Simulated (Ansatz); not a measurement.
# Dielectric function and optical constants of SrCl2

Aim: the dielectric function of SrCl2, and the optical constants that follow from it.

Calculated with Ansatz 0.2.0; DFT, PBE, plane-wave PAW, default files, scalar-relativistic, independent-particle optical response without local fields.

## 1. The starting structure

Symmetry: Fm-3m, No. 225, cubic system. The conventional cell has a = 6.977 Å, b = 6.977 Å, c = 6.977 Å, α = 90.00°, β = 90.00°, γ = 90.00°. Nearest to Sr lie 8 Cl at 3.02 Å. Nearest to Cl lie 4 Sr at 3.02 Å. Farther neighbours, and contacts between anions beyond the nearest, are not listed.

## 2. Ground state and bands

The self-consistent density comes first; it also tells whether there is a gap, which decides the occupations and the need for a Drude term.

This step: DFT, PBE, plane-wave PAW, default files, scalar-relativistic, ground state (Ansatz 0.2.0).

input.yaml reads:

```yaml
crystal:
  lattice:
    - [0.0, 3.48835, 3.48835]
    - [3.48835, 0.0, 3.48835]
    - [3.48835, 3.48835, 0.0]
  atoms:
    - { symbol: Sr, position: [0.0, 0.0, 0.0] }
    - { symbol: Cl, position: [0.75, 0.75, 0.75] }
    - { symbol: Cl, position: [0.25, 0.25, 0.25] }
kpoints:
  mp_grid: { grid: [6, 6, 6] }
  band_path:
    path:
      - [[0.0, 0.0, 0.0], [0.5, 0.0, 0.5], [0.5, 0.25, 0.75], [0.375, 0.375, 0.75], [0.0, 0.0, 0.0], [0.5, 0.5, 0.5], [0.625, 0.25, 0.625], [0.5, 0.25, 0.75], [0.5, 0.5, 0.5], [0.375, 0.375, 0.75]]
      - [[0.625, 0.25, 0.625], [0.5, 0.0, 0.5]]
    npoints: 6
scf:
  occupations: { method: fermi_dirac, width: 0.05 }
  n_extra_bands: 7
hamiltonian:
  xc: pbe
  pseudopotentials: { kind: paw }
output:
  forces: true
  stress: true
  populations: true
  write_bands: true
  write_density: true
  write_potential: true
  elf: true
  volumetric_format: npy
```

Started as:

```bash
$ ansatz run input.yaml --threads 4 --pin off --max-ram 8192MiB --backend cpu --events-out ev --progress --plain --runs-dir out
```

The program printed:

```text
scf.n_extra_bands = 7 over 12 filled bands (N_el = 24.0): the run solves 19 bands
Engine: ansatz 0.2.0, x86_64-unknown-linux-gnu
Pseudopotentials: kind: paw
Pseudopotential: Sr, paw, valence charge 10, recommended cutoff 420 eV (normal), Sr.paw.azcp
Pseudopotential: Cl, paw, valence charge 7, recommended cutoff 420 eV (normal), Cl.paw.azcp
Functional definition: PBE
  parameter kappa = 0.804
  parameter beta = 0.066725
  exchange = pbe_x(kappa = kappa, mu = beta*pi^2/3)
  correlation = pbe_c(beta = beta)
Crystal: 3 atoms, lattice volume = 84.897 Å³
Basis set: ecut = 420 eV, 1639 PW (Γ), exchange–correlation on 72×72×72 points (8 copies of the dense FFT grid, shifted against one another)
Bands: 19, of which v1, the nominal top of the filled ones, is band 12 counted from 1 (11 counted from 0)
Symmetry: 48 space group operations
Space group: Fm-3m (ITA 225), of the structure as read, at distance tolerance 4.4e-5 Å
k-points: 16 of 216
Non-local potential: Sr, projectors of the file, l = 0: 3, l = 1: 2, l = 2: 2
Non-local potential: Cl, projectors of the file, l = 0: 2, l = 1: 2, l = 2: 2
PAW form: soft (Blöchl's): semilocal exchange-correlation on the pseudo side does not see the compensation charge
PAW one-centre angular grid: Sr, 110 points (default); XC on 64 Gauss nodes
PAW one-centre angular grid: Cl, 110 points (default); XC on 64 Gauss nodes
Initial density: superposition of atomic densities (neutral atoms: chi_scale 0, normalization atom), corrected by the library's trained network
Initial wavefunctions: pseudopotential atomic-orbital guess
Functional: x = pbe(κ = 0.804, μ = 0.219515), c = pbe(β = 0.066725)
SCF iter   1: F=—  HF=-5710.723824 eV  |F-HF|=—  |Δ(HF+E_count)|=         —  Δρ=3.36e-4  dr2=5.29e-5  ethr=1.77e-3  ⟨swp⟩=10.6  Hψ=2252  notcnv=0
preconditioner: auto → none  [insulator: Δε(μ)=5.343 eV  Ē_g=14.893 eV  σ=0.050 eV  W_gap=1.00  n_scr=14 (ndim 8)  ℏωp=18.9 eV  f_vac=0.093  D(μ)=0.00/eV (n_scr^D=0)  ε∞_Penn≈2.6]
SCF iter   2: F=—  HF=-5710.724785 eV  |F-HF|=—  |Δ(HF+E_count)|=   9.61e-4  Δρ=1.78e-4  dr2=1.10e-5  ethr=2.20e-7  ⟨swp⟩=3.8  Hψ=829  notcnv=0  defer=1
SCF iter   3: F=—  HF=-5710.724823 eV  |F-HF|=—  |Δ(HF+E_count)|=   3.81e-5  Δρ=8.74e-5  dr2=2.12e-6  ethr=4.60e-8  ⟨swp⟩=2.8  Hψ=465  notcnv=0  defer=1
SCF iter   4: F=—  HF=-5710.724844 eV  |F-HF|=—  |Δ(HF+E_count)|=   2.14e-5  Δρ=3.70e-5  dr2=3.83e-7  ethr=8.83e-9  ⟨swp⟩=2.0  Hψ=453  notcnv=0  defer=1
iter 5 did not close the SCF: its close was put off for the readings that it lacked (scf_convergence_deferred on its scf_iter line)
SCF iter   5: F=-5710.724850 eV  HF=-5710.724850 eV  |F-HF|=4.01e-7  |Δ(HF+E_count)|=   5.73e-6  Δρ=1.15e-5  dr2=5.98e-8  ethr=1.60e-9  ⟨swp⟩=2.0  Hψ=454  notcnv=0  defer=1
SCF iter   6: F=-5710.724850 eV  HF=-5710.724850 eV  |F-HF|=9.96e-9  |Δ(HF+E_count)|=   4.51e-7  Δρ=3.88e-6  dr2=8.32e-9  ethr=2.49e-10  ⟨swp⟩=11.1  Hψ=2273  notcnv=0
SCF 1 converged in 6 iterations: F = -5710.724850 eV  dr2 = 8.32e-9
  greatest PAW one-centre occupation: 0.986 electrons in one spin orbital (limit 2), on the Sr atom at site 0 (counted from 0), in its partial waves of l = 0
NSCF: frozen V_eff on 62 k-points
SCF converged after 6 iterations
Free energy (F): -5710.724850 eV
Harris-Foulkes:  -5710.724850 eV  (|F-HF|=9.96e-9)
Internal energy: -5710.724850 eV  (E = F + TS)
E sigma→0 (E₀):  -5710.724850 eV
Fermi energy:    5.815621 eV
--- Per-component energies (eV) ---
  E_band       = -146.971147
  E_kinetic    = 568.635430
  E_local      = -1182.082876  (includes V_loc(G=0)·N_el)
  E_nonlocal   = 258.820419
  E_hartree    = 325.117218
  E_xc         = -389.085226
  E_vxc        = -408.033486  (∫ρ·V_xc dr)
  E_paw        = -4013.362358  (= ΣΔE_a)
  E_vpaw       = -34.545775  (= ΣTr[D̂ρ^β])
  E_aug_tail   = 0.000179  (compensation charges beyond the density's cutoff)
  E_ewald      = -1278.767635
  E_smearing   = -0.000000  (= −TS)
  E_closure    = -0.000000  (closes the sum)
  Σ components = -5710.724850   (vs F -5710.724850, Δ=0.00e0)
--- Forces (eV/Å), atoms counted from 1 ---
  atom   1  Sr    -0.00000000     0.00000000    -0.00000000
  atom   2  Cl     0.00000000     0.00000000     0.00000000
  atom   3  Cl    -0.00000000    -0.00000000     0.00000000
  max |Σ_I F_I| component: 5.78e-19 eV/Å
--- Stress (GPa, compression-positive) ---
        0.988057      -0.000000       0.000000
        0.000000       0.988057      -0.000000
       -0.000000      -0.000000       0.988057
  P = ⅓ Tr σ = 0.9881 GPa (9.881 kbar)
--- Band table (eV; the first three rows and the last of 16) ---
  k-point 0: bands = [... 8 lower, 0.9810, 2.7647, 2.7647, 2.7647, 8.4421, 9.2017, 9.2017, 12.0709, ... 3 higher]
  k-point 1: bands = [... 8 lower, 1.1656, 2.4552, 2.6165, 2.6165, 9.0331, 9.4098, 9.4098, 11.1007, ... 3 higher]
  k-point 2: bands = [... 8 lower, 1.5164, 1.9375, 2.2875, 2.2875, 9.7327, 9.7327, 9.9356, 11.1038, ... 3 higher]
  k-point 15: bands = [... 8 lower, 1.5464, 2.2741, 2.7621, 3.0289, 9.0684, 10.2133, 10.3682, 10.5314, ... 3 higher]
--- Löwdin populations: 3 sites ---
  site symbol       q [e]
     0     Sr      8.3504
     1     Cl      7.7294
     2     Cl      7.7294
  spilling = 0.007956 (of n_electrons = 24.000000)
```

It took 0.42 s on 4 threads of AMD EPYC 9R45, shared host; peak memory 0.41 GiB.

Read from the output:

| Item | Value |
| --- | --- |
| free energy | -5710.7249 eV |
| Fermi energy | 5.816 eV |
| gap by band count | 5.343 eV |
| electrons | 24 |
| symmetry operations | 48 |
| pressure | 0.9881 GPa |
| gap on the k-mesh | 5.343 eV |
| volume | 84.90 Å³ |
| gap on the path | 5.343 eV |
| least direct gap on the path | 5.508 eV |

There is a gap, 5.34 eV on the path, so no carriers' term is needed. The cell is left with a pressure of 1.0 GPa, as it stands unrelaxed at this level.

The electronic bands at the labelled points (eV, zero at the Fermi level; v1 is the highest filled band, c1 the lowest empty one):

```csv
point,v4,v3,v2,v1,c1,c2,c3,c4
Γ,-4.83,-3.05,-3.05,-3.05,2.63,3.39,3.39,6.25
halfway,-4.43,-3.91,-3.04,-3.04,3.34,3.95,4.08,5.37
X,-4.59,-3.11,-3.11,-2.72,2.79,4.33,4.91,5.30
halfway,-4.40,-3.37,-3.08,-2.76,3.07,4.37,4.71,4.86
W,-3.92,-3.92,-3.02,-2.82,3.52,4.30,4.51,4.51
halfway,-4.21,-3.64,-3.10,-2.83,3.36,4.44,4.47,4.72
K,-4.43,-3.43,-3.25,-2.83,3.24,4.42,4.63,4.88
halfway,-4.15,-4.03,-3.68,-3.01,3.66,3.94,4.00,5.37
Γ,-4.83,-3.05,-3.05,-3.05,2.63,3.39,3.39,6.25
halfway,-4.47,-3.63,-3.35,-3.35,3.74,3.77,3.77,5.06
L,-4.21,-4.03,-3.76,-3.76,4.01,4.01,4.81,5.13
halfway,-4.31,-3.67,-3.54,-3.25,3.62,4.23,4.70,5.09
U,-4.43,-3.43,-3.25,-2.83,3.24,4.42,4.63,4.88
halfway,-4.21,-3.64,-3.10,-2.83,3.36,4.44,4.47,4.72
W,-3.92,-3.92,-3.02,-2.82,3.52,4.30,4.51,4.51
halfway,-4.11,-3.86,-3.27,-3.25,3.61,4.22,4.68,5.01
L,-4.21,-4.03,-3.76,-3.76,4.01,4.01,4.81,5.13
halfway,-4.31,-3.67,-3.54,-3.25,3.62,4.23,4.70,5.09
K,-4.43,-3.43,-3.25,-2.83,3.24,4.42,4.63,4.88
jump to U,-4.43,-3.43,-3.25,-2.83,3.24,4.42,4.63,4.88
halfway,-4.55,-3.20,-3.15,-2.74,2.93,4.35,4.83,5.03
X,-4.59,-3.11,-3.11,-2.72,2.79,4.33,4.91,5.30
```

Electrostatic potential energy in the ac plane of a cell with a along [110], b along [-110] and c along [001] of the cube at fractional y = 0.000, with atoms of Sr and Cl within 0.2 Å of it. With pseudopotentials it is smooth inside the atoms' cores, unlike the true potential.

Ten even steps from '_' (-70 eV) to '@' (10 eV), each cell a mean:
```
____++%%@@@@@@@@@@@@@@##::______++%%@@@@@@@@@@@@@@##::__
::==##@@@@@@@@@@@@@@@@%%**--::==##@@@@@@@@@@@@@@@@%%**--
##%%%%@@@@%%##**##@@@@@@%%####%%%%@@@@%%##**##@@@@@@%%##
@@@@@@@@@@**----==%%@@@@@@@@@@@@@@@@@@**----==%%@@@@@@@@
@@@@@@@@%%++::::--##@@@@@@@@@@@@@@@@%%++::::--##@@@@@@@@
@@@@@@@@@@**----==%%@@@@@@@@@@@@@@@@@@**----==%%@@@@@@@@
@@@@@@@@@@%%##**##@@@@@@@@@@@@@@@@@@@@%%##**##@@@@@@@@@@
@@@@@@@@@@@@@@@@@@@@@@@@@@@@@@@@@@@@@@@@@@@@@@@@@@@@@@@@
@@@@@@@@@@@@@@@@@@@@@@@@@@@@@@@@@@@@@@@@@@@@@@@@@@@@@@@@
@@@@@@@@@@@@@@@@@@@@@@@@@@@@@@@@@@@@@@@@@@@@@@@@@@@@@@@@
@@@@@@@@@@@@@@@@@@@@@@@@@@@@@@@@@@@@@@@@@@@@@@@@@@@@@@@@
@@@@@@@@@@@@%%%%@@@@@@@@@@@@@@@@@@@@@@@@%%%%@@@@@@@@@@@@
@@@@@@@@@@##++==**%%@@@@@@@@@@@@@@@@@@##++==**%%@@@@@@@@
@@@@@@@@%%++--::==##@@@@@@@@@@@@@@@@%%++--::==##@@@@@@@@
@@@@@@@@%%++::::--##@@@@@@@@@@@@@@@@%%++::::--##@@@@@@@@
%%%%@@@@@@##++==**%%@@@@@@%%%%%%@@@@@@##++==**%%@@@@@@%%
++##%%@@@@@@%%%%@@@@@@%%##**++##%%@@@@@@%%%%@@@@@@%%##**
__::##%%@@@@@@@@@@@@@@%%==____::##%%@@@@@@@@@@@@@@%%==__
____++%%@@@@@@@@@@@@@@##..______++%%@@@@@@@@@@@@@@##..__
```

ELF in the ac plane of a cell with a along [110], b along [-110] and c along [001] of the cube at fractional y = 0.000, with atoms of Sr and Cl within 0.2 Å of it. It is the smooth field of the valence electrons, not physical close to the nuclei.

Ten even steps from '_' (0.00) to '@' (0.87), each cell a mean:
```
==%%@@--__..::::::....##@@**==%%@@--__..::::::....##@@**
@@@@**..::**%%%%##++..==%%@@@@@@**..::**%%%%##++..==%%@@
##++::::##@@@@@@@@%%==..==####++::::##@@@@@@@@%%==..==##
..__..++@@@@%%##@@@@##::__....__..++@@@@%%##@@@@##::__..
____::**@@@@**==%%@@%%==________::**@@@@**==%%@@%%==____
____::**@@@@%%##@@@@%%==________::**@@@@%%##@@@@%%==____
____..++%%@@@@@@@@@@**--________..++%%@@@@@@@@@@**--____
______::++##%%%%%%**==..__________::++##%%%%%%**==..____
________..::----::..________________..::----::..________
____________....________________________....____________
______..--==++**++==::____________..--==++**++==::______
____..==##%%@@@@@@%%++::________..==##%%@@@@@@%%++::____
____::**%%@@@@@@@@@@##--________::**%%@@@@@@@@@@##--____
____::**@@@@##++%%@@%%==________::**@@@@##++%%@@%%==____
____..**@@@@**++%%@@%%--________..**@@@@**++%%@@%%--____
==::..--%%@@@@@@@@@@**....--==::..--%%@@@@@@@@@@**....--
@@%%==..++%%@@@@@@##::::**@@@@%%==..++%%@@@@@@##::::**@@
##@@%%::..==****++::..++@@%%##@@%%::..==****++::..++@@%%
::##@@==____....____..##@@==::##@@==____....____..##@@==
```

(Part 1 of 2 ends here.)

[Long decimals in the printed logs are rounded to 6 places.]

[Logs are printed without paths, hosts, clocks, repeated set-up lines and the standing remarks that a program may print on its own settings, such as how far it seeks lower states.]

[Hosts, paths, dates, database ids (printed as entryN), source tags and the programs' standing remarks are cut or masked in the printed files.]

[Where the starting crystal was built by hand or by swapping elements, it need not be the compound's stable phase.]

[The count of steps not shown may lack steps that the program refused or didn't finish.]
